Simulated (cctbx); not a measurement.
# HfMo3 across an absorption edge

Space group Pm-3n (no. 223), a = 5.3100 Å, b = 5.3100 Å, c = 5.3100 Å, α = 90.00°, β = 90.00°, γ = 90.00°.

```
atom  mult.    x    y    z  Ueq (Å²)
 Hf1      2  1/2  1/2  1/2    0.0032
 Mo1      6    0  1/2  1/4    0.0044
```

The model is made up (kin elements in a known structure type, no relaxation), so it says nothing on whether the phase exists.

Calculated with cctbx: free-atom f′ and f″ from the Sasaki tables, no fine structure; amplitudes in electrons.

| E (eV) | F 1 0 1 | F 2 2 2 | F 0 1 2 | F 0 4 2 |
| --- | --- | --- | --- | --- |
| 19400 | 62.1 | 40.6 | 116.5 | 126.8 |
| 19750 | 63.7 | 36.0 | 113.4 | 125.4 |
| 19880 | 65.1 | 32.1 | 110.6 | 124.1 |
| 19940 | 66.4 | 28.3 | 108.0 | 122.8 |
| 19970 | 67.7 | 24.5 | 105.3 | 121.5 |
| 19985 | 69.0 | 20.8 | 102.7 | 120.3 |
| 19992 | 70.2 | 17.5 | 100.3 | 119.2 |
| 19996 | 71.5 | 14.1 | 97.8 | 117.9 |
| 20004 | 71.7 | 15.8 | 97.5 | 118.0 |
| 20008 | 70.1 | 19.2 | 100.6 | 119.5 |
| 20015 | 68.7 | 22.5 | 103.3 | 120.8 |
| 20030 | 67.2 | 26.2 | 106.2 | 122.1 |
| 20060 | 65.8 | 30.0 | 109.0 | 123.5 |
| 20150 | 63.9 | 35.1 | 112.7 | 125.3 |
| 20400 | 61.8 | 40.7 | 116.8 | 127.2 |

**Question.** Which edge is crossed, and why do the reflections move as they do?

The K edge of Mo. The edge is at 20000 eV. f′ of Mo falls from -4.6 e at 19880 eV to -7.8 e at 4 eV below it, and f″ steps from 0.54 to 3.69 e across it. Over that approach |F| changes by +10 % (1 0 1), -56 % (2 2 2), -12 % (0 1 2) and -5 % (0 4 2): a reflection falls where Mo scatters in phase with the total and rises where it scatters against it; it hardly moves where the Mo term is small or cancels by symmetry. Above the edge the larger f″ enters the imaginary part, where it can add to or cancel the other atoms' f″. The structure is centrosymmetric, so Friedel mates stay equal.

[Logs are printed without paths, hosts, clocks, repeated set-up lines and the standing remarks that a program may print on its own settings, such as how far it seeks lower states.]
